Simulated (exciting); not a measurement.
# F K-edge absorption of SF6, all-electron BSE

Aim: the F K absorption edge of SF6 with the electron–hole interaction treated explicitly, and what each term of the kernel does.

Calculated with exciting sodium; X-ray absorption, core-level Bethe-Salpeter equation, exchange and statically screened direct term, Tamm-Dancoff, all-electron LAPW+lo LDA.

This is a report of a sequence of runs, with most program output left out.

### 1. The structure

Symmetry: Im-3m, No. 229, cubic system. Conventional cell: a = 5.747 Å, b = 5.747 Å, c = 5.747 Å, α = 90.00°, β = 90.00°, γ = 90.00°. Nearest to S lie 6 F at 1.58 Å. F has 1 S at 1.58 Å nearest. Farther neighbours and most contacts between anions are not listed.

Structure file:

```xyz
7
Lattice="-2.8735 2.8735 2.8735 2.8735 -2.8735 2.8735 2.8735 2.8735 -2.8735" Properties=species:S:1:pos:R:3 pbc="T T T"
S     0.0000    0.0000    0.0000
F     0.0000    1.5768    0.0000
F     0.0000    4.1702    0.0000
F     4.1702    0.0000    0.0000
F     1.5768    0.0000    0.0000
F     0.0000    0.0000    1.5768
F     0.0000    0.0000    4.1702
```

Differences between curves are given as r.m.s. difference over r.m.s. height.

### 2. Ground state

The species files are the program's own, with muffin-tin radii set in the input.

Contents of input.xml:

```
<input>
  <title>SF6</title>
  <structure speciespath="." autormt="false" epslat="1.0e-5">
    <crystal>
      <basevect>-5.4301369682 5.4301369682 5.4301369682</basevect>
      <basevect>5.4301369682 -5.4301369682 5.4301369682</basevect>
      <basevect>5.4301369682 5.4301369682 -5.4301369682</basevect>
    </crystal>
    <species speciesfile="S.xml" rmt="1.445">
      <atom coord="0.0000000000 0.0000000000 0.0000000000"/>
    </species>
    <species speciesfile="F.xml" rmt="1.445">
      <atom coord="0.2743727900 0.0000000000 0.2743727900"/>
      <atom coord="0.7256272100 0.0000000000 0.7256272100"/>
      <atom coord="0.0000000000 0.7256272100 0.7256272100"/>
      <atom coord="0.0000000000 0.2743727900 0.2743727900"/>
      <atom coord="0.2743727900 0.2743727900 0.0000000000"/>
      <atom coord="0.7256272100 0.7256272100 0.0000000000"/>
    </species>
  </structure>
  <groundstate do="fromscratch" xctype="LDA_PW" ngridk="3 3 3" rgkmax="6.5" gmaxvr="14" nempty="8" swidth="0.001" maxscl="100" epsengy="1e-5"/>
</input>
```

On the command line:

```sh
$ OMP_NUM_THREADS=1 mpirun -n 2 exciting
```

Elapsed: 69 s, on 2 MPI ranks of Arm Neoverse V2, shared host.

The warnings file holds hints only, no warning.

The mesh shows a gap of 6.15 eV. Core levels (Dirac, from the valence top):

| atom | level | energy (eV) |
| --- | --- | --- |
| S | 1s1/2 | -2395.7 |
| S | 2s1/2 | -208.2 |
| S | 2p1/2 | -154.8 |
| S | 2p3/2 | -153.6 |
| F | 1s1/2 | -648.2 |

### 3. A richer basis for the empty states

Each species file gets more local orbitals, built from u and its energy derivative at 0.15 Ha and u at 0.9 Ha.

input.xml is that of step 2.

Contents of SPECIES.xml, added lines:

```
<lo l="L">  <!-- L = 0, 1, 2 -->
  <wf matchingOrder="0" trialEnergy="0.1500" searchE="false"/>
  <wf matchingOrder="1" trialEnergy="0.1500" searchE="false"/>
  <wf matchingOrder="0" trialEnergy="0.9000" searchE="false"/>
</lo>
```

On the command line:

```sh
$ OMP_NUM_THREADS=1 mpirun -n 2 exciting
```

Run time: 68 s. Hardware: 2 MPI ranks.

Against the first ground state the total energy moves by -25 meV an atom and the gap by 0.02 eV.

### 4. Screening, kernels and BSE for F atom 2

The absorber has 1 S at 1.58 Å (terminal, site symmetry 4mm).

input.xml, as its differences from that of step 3:

```diff
@@ -20,3 +20,20 @@
   </structure>
-  <groundstate do="fromscratch" xctype="LDA_PW" ngridk="3 3 3" rgkmax="6.5" gmaxvr="14" nempty="8" swidth="0.001" maxscl="100" epsengy="1e-5"/>
+  <groundstate do="skip" xctype="LDA_PW" ngridk="3 3 3" rgkmax="6.5" gmaxvr="14" nempty="8" swidth="0.001" maxscl="100" epsengy="1e-5"/>
+  <xs xstype="BSE" ngridk="3 3 3" ngridq="3 3 3" vkloff="0.097 0.273 0.493" rgkmax="6.5" nempty="37" gqmax="3" lmaxapwwf="5" lmaxemat="2" broad="0.01654" tevout="true">
+    <energywindow intv="23.600 25.217" points="439"/>
+    <screening screentype="full" nempty="62"/>
+    <BSE xas="true" xasspecies="2" xasatom="1" xasedge="K" bsetype="singlet" nstlxas="1 33"/>
+    <qpointset>
+      <qpoint>0 0 0</qpoint>
+    </qpointset>
+    <plan>
+      <doonly task="xsgeneigvec"/>
+      <doonly task="writepmatxs"/>
+      <doonly task="scrgeneigvec"/>
+      <doonly task="scrwritepmat"/>
+      <doonly task="screen"/>
+      <doonly task="scrcoulint"/>
+      <doonly task="exccoulint"/>
+    </plan>
+  </xs>
 </input>
```

Contents of input.xml for the last start (plan only):

```
  <plan>
    <doonly task="bse"/>
  </plan>
```

On the command line:

```sh
$ OMP_NUM_THREADS=1 mpirun -n 2 exciting
$ OMP_NUM_THREADS=2 exciting
```

The job ended after 16 min (2 MPI ranks).

Wall time by task: xsgeneigvec 31 s, writepmatxs 7.8 s, scrgeneigvec 34 s, scrwritepmat 6.5 s, screen 95 s, scrcoulint 3.9 min, exccoulint 9 min, bse 5.7 s.

The F K spectrum of F atom 2 (energy from the Kohn–Sham onset, core level to the lowest empty state found on the meshes used, 654.18 eV; the ground-state mesh sets it, and the shifted mesh has its lowest transition 0.18 eV above it; Im ε scaled to the maximum of the singlet run; cut below the end of the band set):

| E (eV) | Im ε |
| --- | --- |
| -9.0 | 0.02 |
| -8.5 | 0.03 |
| -8.0 | 0.04 |
| -7.5 | 0.06 |
| -7.0 | 0.11 |
| -6.5 | 0.24 |
| -6.0 | 0.67 |
| -5.5 | 0.86 |
| -5.0 | 0.31 |
| -4.5 | 0.14 |
| -4.0 | 0.08 |
| -3.5 | 0.06 |
| -3.0 | 0.05 |
| -2.5 | 0.05 |
| -2.0 | 0.06 |
| -1.5 | 0.09 |
| -1.0 | 0.16 |
| -0.5 | 0.34 |
| 0.0 | 0.55 |
| 0.5 | 0.43 |
| 1.0 | 0.20 |
| 1.5 | 0.17 |
| 2.0 | 0.14 |
| 2.5 | 0.20 |
| 3.0 | 0.25 |
| 3.5 | 0.22 |
| 4.0 | 0.26 |
| 4.5 | 0.28 |
| 5.0 | 0.31 |
| 5.5 | 0.41 |
| 6.0 | 0.35 |
| 6.5 | 0.18 |
| 7.0 | 0.12 |
| 7.5 | 0.11 |
| 8.0 | 0.10 |
| 8.5 | 0.09 |
| 9.0 | 0.09 |
| 9.5 | 0.09 |
| 10.0 | 0.08 |
| 10.5 | 0.10 |
| 11.0 | 0.12 |
| 11.5 | 0.11 |
| 12.0 | 0.10 |
| 12.5 | 0.09 |
| 13.0 | 0.09 |
| 13.5 | 0.09 |
| 14.0 | 0.09 |
| 14.5 | 0.09 |
| 15.0 | 0.10 |
| 15.5 | 0.11 |
| 16.0 | 0.12 |
| 16.5 | 0.12 |
| 17.0 | 0.14 |
| 17.5 | 0.15 |
| 18.0 | 0.15 |
| 18.5 | 0.15 |
| 19.0 | 0.15 |
| 19.5 | 0.15 |
| 20.0 | 0.12 |
| 20.5 | 0.09 |

Maxima (height): -5.7 eV (1.00), 0.1 eV (0.57), 2.8 eV (0.26), 5.6 eV (0.43) and 18.2 eV (0.15).

The Hamiltonian has 1782 rows. The lowest groups of eigenvalues and the brightest ones, on the scale above (the program counts from the shifted mesh's onset, 0.18 eV higher). Core spinors bring spin-forbidden partners, so dark means forbidden by spin or by symmetry, and the shifted mesh splits states that symmetry would keep together:

| energy (eV) | states within 10 meV | relative strength |
| --- | --- | --- |
| -5.767 | 1 | dark |
| -5.679 | 1 | 1.00 |
| -1.220 | 2 | 0.0081 |
| -1.032 | 2 | 0.0039 |
| -0.952 | 2 | 0.0049 |
| -0.896 | 2 | 0.0027 |
| -0.231 | 2 | 0.07 |
| -0.147 | 2 | 0.10 |
| 0.283 | 2 | 0.37 |
| 1.531 | 2 | 0.066 |
| 2.754 | 2 | 0.06 |
| 2.773 | 2 | 0.071 |

### 5. Independent particles

input.xml, as its differences from that of step 4:

```diff
@@ -24,3 +24,3 @@
     <screening screentype="full" nempty="62"/>
-    <BSE xas="true" xasspecies="2" xasatom="1" xasedge="K" bsetype="singlet" nstlxas="1 33"/>
+    <BSE xas="true" xasspecies="2" xasatom="1" xasedge="K" bsetype="IP" nstlxas="1 33"/>
     <qpointset>
@@ -29,9 +29,3 @@
     <plan>
-      <doonly task="xsgeneigvec"/>
-      <doonly task="writepmatxs"/>
-      <doonly task="scrgeneigvec"/>
-      <doonly task="scrwritepmat"/>
-      <doonly task="screen"/>
-      <doonly task="scrcoulint"/>
-      <doonly task="exccoulint"/>
+      <doonly task="bse"/>
     </plan>
```

On the command line:

```sh
$ OMP_NUM_THREADS=2 exciting
```

Wall time 1.5 s (2 threads).

Maxima (height): 0.8 eV (0.37), 5.6 eV (0.64), 10.8 eV (0.38), 17.6 eV (0.14) and 19.6 eV (0.15). Against the singlet run the r.m.s. difference is 84 %. The highest maximum lies at 5.6 eV (0.64), against -5.7 eV (1.00).

### 6. Exchange alone

input.xml, as its differences from that of step 5:

```diff
@@ -24,3 +24,3 @@
     <screening screentype="full" nempty="62"/>
-    <BSE xas="true" xasspecies="2" xasatom="1" xasedge="K" bsetype="IP" nstlxas="1 33"/>
+    <BSE xas="true" xasspecies="2" xasatom="1" xasedge="K" bsetype="RPA" nstlxas="1 33"/>
     <qpointset>
```

On the command line:

```sh
$ OMP_NUM_THREADS=2 exciting
```

Wall time 6 s (2 threads).

Maxima (height): 0.9 eV (0.36), 5.7 eV (0.64), 10.8 eV (0.38), 17.6 eV (0.14) and 19.6 eV (0.15). The spectrum differs from the independent-particle run by 4 % r.m.s.

### 7. Direct term alone

input.xml, as its differences from that of step 6:

```diff
@@ -24,3 +24,3 @@
     <screening screentype="full" nempty="62"/>
-    <BSE xas="true" xasspecies="2" xasatom="1" xasedge="K" bsetype="RPA" nstlxas="1 33"/>
+    <BSE xas="true" xasspecies="2" xasatom="1" xasedge="K" bsetype="triplet" nstlxas="1 33"/>
     <qpointset>
```

On the command line:

```sh
$ OMP_NUM_THREADS=2 exciting
```

It took 6 s on 2 threads.

Maxima (height): -5.8 eV (1.02), 0.1 eV (0.57), 2.8 eV (0.27), 5.6 eV (0.43) and 18.2 eV (0.15). The spectrum differs from the singlet run by 9 % r.m.s.

### 8. From independent particles to the full kernel

| level | curve passes 0.15 (eV) | highest maximum (eV) | its height |
| --- | --- | --- | --- |
| IP | 0.1 | 5.6 | 0.64 |
| RPA | 0.2 | 5.7 | 0.64 |
| direct only | -6.8 | -5.8 | 1.02 |
| singlet | -6.7 | -5.7 | 1.00 |

| E (eV) | IP | RPA | direct only | singlet |
| --- | --- | --- | --- | --- |
| -9.0 | 0.00 | 0.00 | 0.02 | 0.02 |
| -8.0 | 0.00 | 0.00 | 0.04 | 0.04 |
| -7.0 | 0.00 | 0.00 | 0.12 | 0.11 |
| -6.0 | 0.00 | 0.00 | 0.80 | 0.67 |
| -5.0 | 0.01 | 0.01 | 0.27 | 0.31 |
| -4.0 | 0.01 | 0.01 | 0.07 | 0.08 |
| -3.0 | 0.01 | 0.01 | 0.05 | 0.05 |
| -2.0 | 0.02 | 0.02 | 0.06 | 0.06 |
| -1.0 | 0.03 | 0.03 | 0.17 | 0.16 |
| 0.0 | 0.12 | 0.11 | 0.55 | 0.55 |
| 1.0 | 0.35 | 0.35 | 0.20 | 0.20 |
| 2.0 | 0.08 | 0.08 | 0.14 | 0.14 |
| 3.0 | 0.06 | 0.05 | 0.25 | 0.25 |
| 4.0 | 0.11 | 0.11 | 0.27 | 0.26 |
| 5.0 | 0.40 | 0.37 | 0.31 | 0.31 |
| 6.0 | 0.54 | 0.56 | 0.34 | 0.35 |
| 7.0 | 0.25 | 0.26 | 0.12 | 0.12 |
| 8.0 | 0.20 | 0.20 | 0.09 | 0.10 |
| 9.0 | 0.19 | 0.19 | 0.09 | 0.09 |
| 10.0 | 0.24 | 0.24 | 0.08 | 0.08 |
| 11.0 | 0.37 | 0.37 | 0.11 | 0.12 |
| 12.0 | 0.21 | 0.22 | 0.10 | 0.10 |
| 13.0 | 0.19 | 0.20 | 0.09 | 0.09 |
| 14.0 | 0.16 | 0.17 | 0.09 | 0.09 |
| 15.0 | 0.15 | 0.15 | 0.10 | 0.10 |
| 16.0 | 0.12 | 0.12 | 0.11 | 0.12 |
| 17.0 | 0.14 | 0.14 | 0.14 | 0.14 |
| 18.0 | 0.12 | 0.12 | 0.15 | 0.15 |
| 19.0 | 0.14 | 0.14 | 0.15 | 0.15 |
| 20.0 | 0.15 | 0.15 | 0.12 | 0.12 |

### 9. Outcome

```json
{
  "absorber and edge": "F K, atom 2",
  "surroundings": "1 S at 1.58 Å (terminal, site symmetry 4mm)",
  "first bright state": "-5.68 eV from the Kohn–Sham onset, on this mesh",
  "highest maximum": "-5.7 eV",
  "cost of the BSE run": "16 min on 2 MPI ranks of Arm Neoverse V2, shared host; the last task ran on as many threads"
}
```

In words: Is a core exciton bound? Yes on this mesh: the first bright state (over 5 % of the brightest) lies at -5.68 eV from the Kohn–Sham onset and at -5.86 eV from the lowest bare transition of its own mesh; weaker or dark states reach down to -5.77 eV. Exchange alone changes the independent-particle spectrum by 4 % r.m.s. Leaving exchange out of the full kernel changes the spectrum by 9 % r.m.s. A mesh of 27 points doesn't converge binding energies, and fine structure above the first lines is partly noise of the mesh. Exchange and the short-range direct term aren't converged in the kernel cutoff. The zero comes from the unshifted 3×3×3 ground-state mesh; it is exact only where the band minimum lies on that mesh. The Kohn–Sham onset, 654 eV, is no photon energy: the scale needs a rigid shift. Bands and screening come from semilocal DFT, whose small gap overscreens. Vibrations and energy-dependent lifetimes are left out. The structure is a Materials Project entry, computed there, and may be a hypothetical form.

[Logs are printed without paths, hosts, clocks, repeated set-up lines and the standing remarks that a program may print on its own settings, such as how far it seeks lower states.]

[Hosts, paths, dates, database ids (printed as entryN), source tags and the programs' standing remarks are cut or masked in the printed files.]
